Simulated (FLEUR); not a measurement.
# Magnetic state of Eu from several starts

A self-consistent run ends on one state, which hangs on the start. Several orders of Eu are started in FLEUR and their energies compared.

Main program and level: FLEUR MaX-R8.1; PBE with U = 6 eV on Eu f; all-electron FLAPW, Dirac cores, scalar-relativistic bands.

The database entry behind the starting cell differs from later determinations by our own check (about 0.5 % long), so it need not match the best structure at ambient conditions.

## 1. The structure

It takes space group Im-3m (No. 229, cubic). Conventional cell: a = 4.606 Å, b = 4.606 Å, c = 4.606 Å, α = 90.00°, β = 90.00°, γ = 90.00°. Eu has 8 Eu at 3.99 Å nearest.

## 2. Order 1, typed as ferro +

The parallel start comes first: it shows whether parallel moments hold. A Hubbard U acts on the open shell, since semilocal functionals spread its electrons too much.

The file n_mmp_mat seeds the f occupations with whole cubic orbitals by Hund's first rule, so that the U acts from the first pass. inpgen writes inp.xml from crystal.txt; cutoffs, mixing, functional, smearing and local orbitals are then set in the file. The k list default-1 (kpts.xml, not shown) is a Γ-centred 10×10×10 mesh; where the ranks do not divide the number of points, some are split in two of half the weight.

Contents of inp.xml:

```
<?xml version="1.0" encoding="UTF-8" standalone="no"?>
<fleurInput fleurInputVersion="0.39">
   <comment>
      Eu
   </comment>
   <calculationSetup>
      <cutoffs Kmax="3.6" Gmax="10.8" GmaxXC="10.8" numbands="0"/>
      <scfLoop itmax="120" minDistance="0.0001" maxIterBroyd="15" imix="Anderson" alpha="0.05" precondParam="0.0" spinf="2.0" sdNocoIR="T"/>
      <coreElectrons ctail="T" frcor="F" kcrel="0" coretail_lmax="0"/>
      <xcFunctional name="pbe" relativisticCorrections="F"/>
      <magnetism jspins="2"/>
      <soc l_soc="F" theta="0.0" phi="0.0" spav="F"/>
      <expertModes spex="0" secvar="F"/>
      <geometryOptimization l_f="F" forcealpha="1.0" forcemix="BFGS" epsdisp="0.00001" epsforce="0.00001"/>
      <ldaU l_linMix="F" mixParam="0.05" spinf="1.0"/>
   </calculationSetup>
   <cell>
      <bzIntegration valenceElectrons="17.0" mode="hist" fermiSmearingEnergy="0.00183747">
         <kPointListSelection listName="default-1"/>
         <xi:include xmlns:xi="http://www.w3.org/2001/XInclude" href="kpts.xml"> </xi:include>
      </bzIntegration>
      <xi:include xmlns:xi="http://www.w3.org/2001/XInclude" href="sym.xml"> </xi:include>
      <bulkLattice scale="1.0">
         <bravaisMatrix>
            <row-1>   -4.3520392649537998     4.3520392649537998     4.3520392649537998</row-1>
            <row-2>    4.3520392649537998    -4.3520392649537998     4.3520392649537998</row-2>
            <row-3>    4.3520392649537998     4.3520392649537998    -4.3520392649537998</row-3>
         </bravaisMatrix>
      </bulkLattice>
   </cell>
   <atomSpecies>
      <species name="Europium (7.000" element="Eu" atomicNumber="63">
         <mtSphere radius="2.8" gridPoints="925" logIncrement="0.014"/>
         <atomicCutoffs lmax="10" lnonsphr="8"/>
         <electronConfig flipSpins="F">
            <coreConfig>(1s1/2) (2s1/2) (2p1/2) (2p3/2) (3s1/2) (3p1/2) (3p3/2) (4s1/2) (3d3/2) (3d5/2) (4p1/2) (4p3/2) (4d3/2) (4d5/2)</coreConfig>
            <valenceConfig>(5s1/2) (5p1/2) (5p3/2) (6s1/2) (4f5/2) (4f7/2)</valenceConfig>
            <stateOccupation state="(4f5/2)" spinUp="3.0" spinDown="0.0"/>
            <stateOccupation state="(4f7/2)" spinUp="4.0" spinDown="0.0"/>
         </electronConfig>
         <energyParameters s="6" p="6" d="5" f="4"/>
         <ldaU l="3" U="6.0" J="0.0" l_amf="F"/>
         <lo type="SCLO" l="0" n="5" eDeriv="0"/>
         <lo type="SCLO" l="1" n="5" eDeriv="0"/>
      </species>
   </atomSpecies>
   <atomGroups>
      <atomGroup species="Europium (7.000">
         <relPos label="                   1">.0000000000 .0000000000 .0000000000</relPos>
         <force calculate="T" relaxXYZ="TTT"/>
      </atomGroup>
   </atomGroups>
   <output dos="F" band="F" slice="F">
      <bandDOS minEnergy="-.5*Htr" maxEnergy="0.5*Htr" sigma="0.015" storeEVData="T"/>
      <plotting iplot="0" polar="F">
         <plot TwoD="T" vec1="  1.0  0.0  0.0" vec2="  0.0  1.0  0.0" vec3="  0.0  0.0  1.0" zero="  0.0  0.0  0.0" file="plot"/>
      </plotting>
      <moessbauerParams electricFieldGradient="F" isomerShift="F" coreHyperfine="F" valenceHyperfine="F"/>
   </output>
</fleurInput>
```

Contents of crystal.txt:

```
Eu
&input film=F cartesian=F /
-2.30300000000  2.30300000000  2.30300000000
2.30300000000  -2.30300000000  2.30300000000
2.30300000000  2.30300000000  -2.30300000000
1.8897261246
1.0 1.0 1.0

1
63 0.00000000000  0.00000000000  0.00000000000 : 7.000

&kpt div1=10 div2=10 div3=10 gamma=T /
```

On the command line:

```sh
> OMP_NUM_THREADS=1 inpgen -f crystal.txt > inpgen.log  # inp.xml is then edited as shown
> OMP_NUM_THREADS=1 mpirun -n 4 fleur_MPI > fleur.log
```

Log:

```text
Welcome to FLEUR        (www.flapw.de)
      MaX-Release 8.1          (www.max-centre.eu)

 ========== k-point set info ==========
 Selected k-point list: default-1
 k-point list type: mesh
 0 x 0 x 0
 Number of k points: 48

 ------------Calculation Setup---------------------------
 Number of MPI-tasks      :            4
 Number of PE/node        :            4
 Number of OMP-threads    :            1
 k-points in parallel     :            4
 pe's per k-point         :            1
 No of k-point loops      :           12
 Eigenvalue solver        :       lapack
 Number of basis functions:          274
 Approximate size of matrices (H+S) per k-point:         0.001 GB
 --------------------------------------------------------
 Iteration:     1   Distance:       2.71873227 me/bohr^3
 Iteration:     2   Distance:       2.57846714 me/bohr^3
 Iteration:     3   Distance:       0.44171433 me/bohr^3
 Iteration:     4   Distance:       0.20446081 me/bohr^3
 Iteration:     5   Distance:       0.20487915 me/bohr^3
 Iteration:     6   Distance:       0.15659596 me/bohr^3
 Iteration:     7   Distance:       0.08562271 me/bohr^3
 Iteration:     8   Distance:       0.04545859 me/bohr^3
 Iteration:     9   Distance:       0.01983563 me/bohr^3
 Iteration:    10   Distance:       0.00735859 me/bohr^3
 Iteration:    11   Distance:       0.00510505 me/bohr^3
 Iteration:    12   Distance:       0.00102829 me/bohr^3
 Iteration:    13   Distance:       0.00125444 me/bohr^3
 Iteration:    14   Distance:       0.00015655 me/bohr^3
 Iteration:    15   Distance:       0.00011298 me/bohr^3
 Iteration:    16   Distance:       0.00011092 me/bohr^3
 Iteration:    17   Distance:       0.00004526 me/bohr^3

 ********************************************************************
 Run finished successfully
 Stop message:
   all done
 ********************************************************************

--- out.xml (last complete iteration) ---
<iteration numberForCurrentRun="   17" overallNumber="   17">
         [... left out ...]
         <bandgap value="0.0102994159" units="eV"/>
         <sumValenceSingleParticleEnergies value="-4.5943355403" units="Htr"/>
         <FermiEnergy value="0.1867741249" units="Htr"/>
         <valenceDensity>
            <mtCharges spin="1">
               <mtCharge atomType="1" total="11.0539480" s="1.0813630" p="2.9099591" d="0.1727946" f="6.8897298"/>
            </mtCharges>
            <mtCharges spin="2">
               <mtCharge atomType="1" total="4.0120294" s="1.0698250" p="2.8699079" d="0.0717415" f="0.0005224"/>
            </mtCharges>
            <spinDependentCharge spin="1" total="12.1821400" interstitial="1.1281920" mtSpheres="11.0539480"/>
            <spinDependentCharge spin="2" total="4.8178600" interstitial="0.8058307" mtSpheres="4.0120294"/>
            <totalCharge value="17.0000000000"/>
         </valenceDensity>
         [... left out ...]
         <allElectronCharges>
            <spinDependentCharge spin="1" total="35.1821400" interstitial="1.1282009" mtSpheres="34.0539390"/>
            <spinDependentCharge spin="2" total="27.8178600" interstitial="0.8058416" mtSpheres="27.0120184"/>
            <totalCharge value="62.9999999910"/>
         </allElectronCharges>
         <magneticMomentsInMTSpheres units="muBohr">
            <globalMagMoment atomType="1" vec="0.00000   0.00000   7.04192"/>
            <localMagMoment atomType="1" vec="0.00000   0.00000   7.04192"/>
         </magneticMomentsInMTSpheres>
         <moessbauerParams unitsHFF="kG" unitsIS="e/bohr^3" unitsEFG="Htr/bohr^2">
         </moessbauerParams>
         <totalEnergy value="   -10852.4747981983" units="Htr">
            <sumOfEigenvalues value="    -6681.4224268617">
               <coreElectrons value="-6676.8280913215"/>
               <valenceElectrons value="-4.5943355403"/>
            </sumOfEigenvalues>
            <densityCoulombPotentialIntegral value="-18163.4525013566"/>
            <densityEffectivePotentialIntegral value="-18481.9692372950"/>
            <chargeDenXCDenIntegral value="-243.7057825482"/>
            <FockExchangeEnergyValence value="0.0000000000"/>
            <FockExchangeEnergyCore value="0.0000000000"/>
            <atomTypeDependentContributions atomType="1">
               <electronNucleiInteractionDifferentMTs value="13303.1722431350"/>
               <MadelungTerm value="-25.1649457122"/>
            </atomTypeDependentContributions>
            <dftUCorrection value="-0.7476134422"/>
            <tkbTimesEntropy value="0.0004063200"/>
            <freeEnergy value="-10852.4752045183"/>
            <extrapolationTo0K value="-10852.4750013583"/>
         </totalEnergy>
         <ldaUDensityMatrix>
            <densityMatrixFor spin="1" atomType="1" uIndex="1" l="3" U="6.00000000" J="0.00000000">
               (+0.98436,+0.00000) (+0.00000,+0.00000) (+0.00000,+0.00000) (+0.00000,+0.00000) (+0.00052,+0.00000) (+0.00000,+0.00000) (+0.00000,+0.00000)
               (+0.00000,+0.00000) (+0.98404,+0.00000) (+0.00000,+0.00000) (+0.00000,+0.00000) (+0.00000,+0.00000) (-0.00036,+0.00000) (+0.00000,+0.00000)
               (+0.00000,+0.00000) (+0.00000,+0.00000) (+0.98409,+0.00000) (+0.00000,+0.00000) (+0.00000,+0.00000) (+0.00000,+0.00000) (+0.00052,+0.00000)
               (+0.00000,+0.00000) (+0.00000,+0.00000) (+0.00000,+0.00000) (+0.98476,+0.00000) (+0.00000,+0.00000) (+0.00000,+0.00000) (+0.00000,+0.00000)
               (+0.00052,+0.00000) (+0.00000,+0.00000) (+0.00000,+0.00000) (+0.00000,+0.00000) (+0.98409,+0.00000) (+0.00000,+0.00000) (+0.00000,+0.00000)
               (+0.00000,+0.00000) (-0.00036,+0.00000) (+0.00000,+0.00000) (+0.00000,+0.00000) (+0.00000,+0.00000) (+0.98404,+0.00000) (+0.00000,+0.00000)
               (+0.00000,+0.00000) (+0.00000,+0.00000) (+0.00052,+0.00000) (+0.00000,+0.00000) (+0.00000,+0.00000) (+0.00000,+0.00000) (+0.98436,+0.00000)
            </densityMatrixFor>
            <densityMatrixFor spin="2" atomType="1" uIndex="1" l="3" U="6.00000000" J="0.00000000">
               (+0.00008,+0.00000) (+0.00000,+0.00000) (+0.00000,+0.00000) (+0.00000,+0.00000) (+0.00004,+0.00000) (+0.00000,+0.00000) (+0.00000,+0.00000)
               (+0.00000,+0.00000) (+0.00007,+0.00000) (+0.00000,+0.00000) (+0.00000,+0.00000) (+0.00000,+0.00000) (-0.00004,+0.00000) (+0.00000,+0.00000)
               (+0.00000,+0.00000) (+0.00000,+0.00000) (+0.00006,+0.00000) (+0.00000,+0.00000) (+0.00000,+0.00000) (+0.00000,+0.00000) (+0.00004,+0.00000)
               (+0.00000,+0.00000) (+0.00000,+0.00000) (+0.00000,+0.00000) (+0.00011,+0.00000) (+0.00000,+0.00000) (+0.00000,+0.00000) (+0.00000,+0.00000)
               (+0.00004,+0.00000) (+0.00000,+0.00000) (+0.00000,+0.00000) (+0.00000,+0.00000) (+0.00006,+0.00000) (+0.00000,+0.00000) (+0.00000,+0.00000)
               (+0.00000,+0.00000) (-0.00004,+0.00000) (+0.00000,+0.00000) (+0.00000,+0.00000) (+0.00000,+0.00000) (+0.00007,+0.00000) (+0.00000,+0.00000)
               (+0.00000,+0.00000) (+0.00000,+0.00000) (+0.00004,+0.00000) (+0.00000,+0.00000) (+0.00000,+0.00000) (+0.00000,+0.00000) (+0.00008,+0.00000)
            </densityMatrixFor>
         </ldaUDensityMatrix>
         <ldaUDensityMatrixConvergence>
            <distance spin="1" distance="0.000000"/>
            <distance spin="2" distance="0.000000"/>
         </ldaUDensityMatrixConvergence>
         <densityConvergence units="me/bohr^3">
            <chargeDensity spin="1" distance="0.0000313776"/>
            <chargeDensity spin="2" distance="0.0000209733"/>
            <overallChargeDensity distance="0.0000282897"/>
            <spinDensity distance="0.0000452609"/>
         </densityConvergence>
      </iteration>
```

It took 16 s on 4 MPI ranks of Arm Neoverse V1, shared host; peak memory 0.2 GiB.

This step gave:

| Property | Result |
| --- | --- |
| free energy | -295310.8945 eV |
| program's band gap on this mesh (in a metal only a level spacing) | 0.01030 eV |
| magnetization | 7.364 μB |
| final state | ferromagnetic |
| largest moment | 7.042 μB |

After 17 cycles the largest moment stands at 7.04 μB.

## 3. Order 2, typed as antiferro q=(1/2,1/2,1/2) +-

Another pattern of signs weighs the neighbour shells otherwise.

The cell is doubled to 2 atoms to hold this order. The mesh is halved along the doubled vector, so that both cells sample the same points. The k list default-1 (kpts.xml, not shown) is a Γ-centred 5×10×10 mesh.

Edit inp.xml of step 2 so:

```diff
@@ -17,3 +17,3 @@
    <cell>
-      <bzIntegration valenceElectrons="17.0" mode="hist" fermiSmearingEnergy="0.00183747">
+      <bzIntegration valenceElectrons="34.0" mode="hist" fermiSmearingEnergy="0.00183747">
          <kPointListSelection listName="default-1"/>
@@ -24,5 +24,5 @@
          <bravaisMatrix>
-            <row-1>   -4.3520392649537998     4.3520392649537998     4.3520392649537998</row-1>
-            <row-2>    4.3520392649537998    -4.3520392649537998     4.3520392649537998</row-2>
-            <row-3>    4.3520392649537998     4.3520392649537998    -4.3520392649537998</row-3>
+            <row-1>   -8.7040785299075996     8.7040785299075996     8.7040785299075996</row-1>
+            <row-2>    0.0000000000000000     0.0000000000000000     8.7040785299075996</row-2>
+            <row-3>    0.0000000000000000     8.7040785299075996     0.0000000000000000</row-3>
          </bravaisMatrix>
@@ -45,2 +45,16 @@
       </species>
+      <species name="Europium (-7.000" element="Eu" atomicNumber="63">
+         <mtSphere radius="2.8" gridPoints="925" logIncrement="0.014"/>
+         <atomicCutoffs lmax="10" lnonsphr="8"/>
+         <electronConfig flipSpins="F">
+            <coreConfig>(1s1/2) (2s1/2) (2p1/2) (2p3/2) (3s1/2) (3p1/2) (3p3/2) (4s1/2) (3d3/2) (3d5/2) (4p1/2) (4p3/2) (4d3/2) (4d5/2)</coreConfig>
+            <valenceConfig>(5s1/2) (5p1/2) (5p3/2) (6s1/2) (4f5/2) (4f7/2)</valenceConfig>
+            <stateOccupation state="(4f5/2)" spinUp="0.0" spinDown="3.0"/>
+            <stateOccupation state="(4f7/2)" spinUp="0.0" spinDown="4.0"/>
+         </electronConfig>
+         <energyParameters s="6" p="6" d="5" f="4"/>
+         <ldaU l="3" U="6.0" J="0.0" l_amf="F"/>
+         <lo type="SCLO" l="0" n="5" eDeriv="0"/>
+         <lo type="SCLO" l="1" n="5" eDeriv="0"/>
+      </species>
    </atomSpecies>
@@ -49,2 +63,6 @@
          <relPos label="                   1">.0000000000 .0000000000 .0000000000</relPos>
+         <force calculate="T" relaxXYZ="TTT"/>
+      </atomGroup>
+      <atomGroup species="Europium (-7.000">
+         <relPos label="                   2">1.000/2.000 .0000000000 .0000000000</relPos>
          <force calculate="T" relaxXYZ="TTT"/>
```

Contents of crystal.txt:

```
Eu
&input film=F cartesian=F /
-4.60600000000  4.60600000000  4.60600000000
0.00000000000  0.00000000000  4.60600000000
0.00000000000  4.60600000000  0.00000000000
1.8897261246
1.0 1.0 1.0

2
63 0.00000000000  0.00000000000  0.00000000000 : 7.000
63 0.50000000000  0.00000000000  0.00000000000 : -7.000

&kpt div1=5 div2=10 div3=10 gamma=T /
```

Log:

```text
[banner, memory and clock lines left out]
Welcome to FLEUR        (www.flapw.de)
      MaX-Release 8.1          (www.max-centre.eu)

 ========== k-point set info ==========
 Selected k-point list: default-1
 k-point list type: mesh
 0 x 0 x 0
 Number of k points: 60

 ------------Calculation Setup---------------------------
 Number of PE/node        :            4
 Number of OMP-threads    :            1
 k-points in parallel     :            4
 pe's per k-point         :            1
 No of k-point loops      :           15
 Eigenvalue solver        :       lapack
 Number of basis functions:          548
 Approximate size of matrices (H+S) per k-point:         0.004 GB
 Iteration:     1   Distance:       2.70941421 me/bohr^3
 Iteration:     2   Distance:       2.56975282 me/bohr^3
 Iteration:     3   Distance:       0.41121751 me/bohr^3
 Iteration:     4   Distance:       0.08539743 me/bohr^3
 Iteration:     5   Distance:       0.08050038 me/bohr^3
 Iteration:     6   Distance:       0.02825305 me/bohr^3
 Iteration:     7   Distance:       0.00637954 me/bohr^3
 Iteration:     8   Distance:       0.00560739 me/bohr^3
 Iteration:     9   Distance:       0.00222894 me/bohr^3
 Iteration:    10   Distance:       0.00059666 me/bohr^3
 Iteration:    11   Distance:       0.00037681 me/bohr^3
 Iteration:    12   Distance:       0.00003275 me/bohr^3

 ********************************************************************
 Run finished successfully
 Stop message:
   all done
 ********************************************************************

--- out.xml (last complete iteration) ---
<iteration numberForCurrentRun="   12" overallNumber="   12">
         [... left out ...]
         <bandgap value="0.0000000022" units="eV"/>
         <sumValenceSingleParticleEnergies value="-9.1734874286" units="Htr"/>
         <FermiEnergy value="0.1831601879" units="Htr"/>
         <valenceDensity>
            <mtCharges spin="1">
               <mtCharge atomType="1" total="11.0273421" s="1.0865222" p="2.9042670" d="0.1446415" f="6.8918664"/>
               <mtCharge atomType="2" total="4.0384909" s="1.0684138" p="2.8737627" d="0.0952264" f="0.0009978"/>
            </mtCharges>
            <mtCharges spin="2">
               <mtCharge atomType="1" total="4.0384909" s="1.0684138" p="2.8737627" d="0.0952264" f="0.0009978"/>
               <mtCharge atomType="2" total="11.0273421" s="1.0865222" p="2.9042670" d="0.1446415" f="6.8918664"/>
            </mtCharges>
            <spinDependentCharge spin="1" total="17.0000000" interstitial="1.9341671" mtSpheres="15.0658329"/>
            <spinDependentCharge spin="2" total="17.0000000" interstitial="1.9341671" mtSpheres="15.0658329"/>
            <totalCharge value="34.0000000000"/>
         </valenceDensity>
         [... left out ...]
         <magneticMomentsInMTSpheres units="muBohr">
            <globalMagMoment atomType="1" vec="0.00000   0.00000   6.98885"/>
            <localMagMoment atomType="1" vec="0.00000   0.00000   6.98885"/>
            <globalMagMoment atomType="2" vec="0.00000   0.00000  -6.98885"/>
            <localMagMoment atomType="2" vec="0.00000   0.00000  -6.98885"/>
         </magneticMomentsInMTSpheres>
         [... left out ...]
         <totalEnergy value="   -21704.9489295539" units="Htr">
            <sumOfEigenvalues value="   -13362.7488493327">
               <coreElectrons value="-13353.5753619041"/>
               <valenceElectrons value="-9.1734874286"/>
            </sumOfEigenvalues>
            <densityCoulombPotentialIntegral value="-36326.8140607236"/>
            <densityEffectivePotentialIntegral value="-36963.8445041947"/>
            <chargeDenXCDenIntegral value="-487.4096826435"/>
            <FockExchangeEnergyValence value="0.0000000000"/>
            <FockExchangeEnergyCore value="0.0000000000"/>
         [... left out ...]
            <dftUCorrection value="-1.4961543949"/>
            <tkbTimesEntropy value="0.0005424328"/>
            <freeEnergy value="-21704.9494719867"/>
            <extrapolationTo0K value="-21704.9492007703"/>
         </totalEnergy>
         [... left out ...]
         <ldaUDensityMatrixConvergence>
            <distance spin="1" distance="0.000000"/>
            <distance spin="2" distance="0.000000"/>
         </ldaUDensityMatrixConvergence>
         <densityConvergence units="me/bohr^3">
            <chargeDensity spin="1" distance="0.0000214554"/>
            <chargeDensity spin="2" distance="0.0000214552"/>
            <overallChargeDensity distance="0.0000277314"/>
            <spinDensity distance="0.0000327457"/>
         </densityConvergence>
      </iteration>
```

Run time: 49 s. Hardware: 4 MPI ranks; peak memory 0.28 GiB; 3.3 min of CPU time.

Numbers from this step:

- free energy: -590621.7635 eV
- program's band gap on this mesh (in a metal only a level spacing): 2.20e-9 eV
- magnetization: 0 μB
- final state: antiferromagnetic
- largest moment: 6.989 μB

It lies 12.7 meV a seeded atom over the first start, and its largest moment is 6.99 μB against 7.04 μB.

[end of part 1 of 2]

[Logs and program files are shortened in this print: banners, set-up blocks, solver, clock and traceback lines can be left out without a mark of their own.]

[Logs are printed without paths, hosts, clocks, repeated set-up lines and the standing remarks that a program may print on its own settings, such as how far it seeks lower states.]

[Hosts, paths, dates, database ids (printed as entryN), source tags and the programs' standing remarks are cut or masked in the printed files.]

[Where a cell is said to come from a database of computed structures, the database is the Materials Project.]
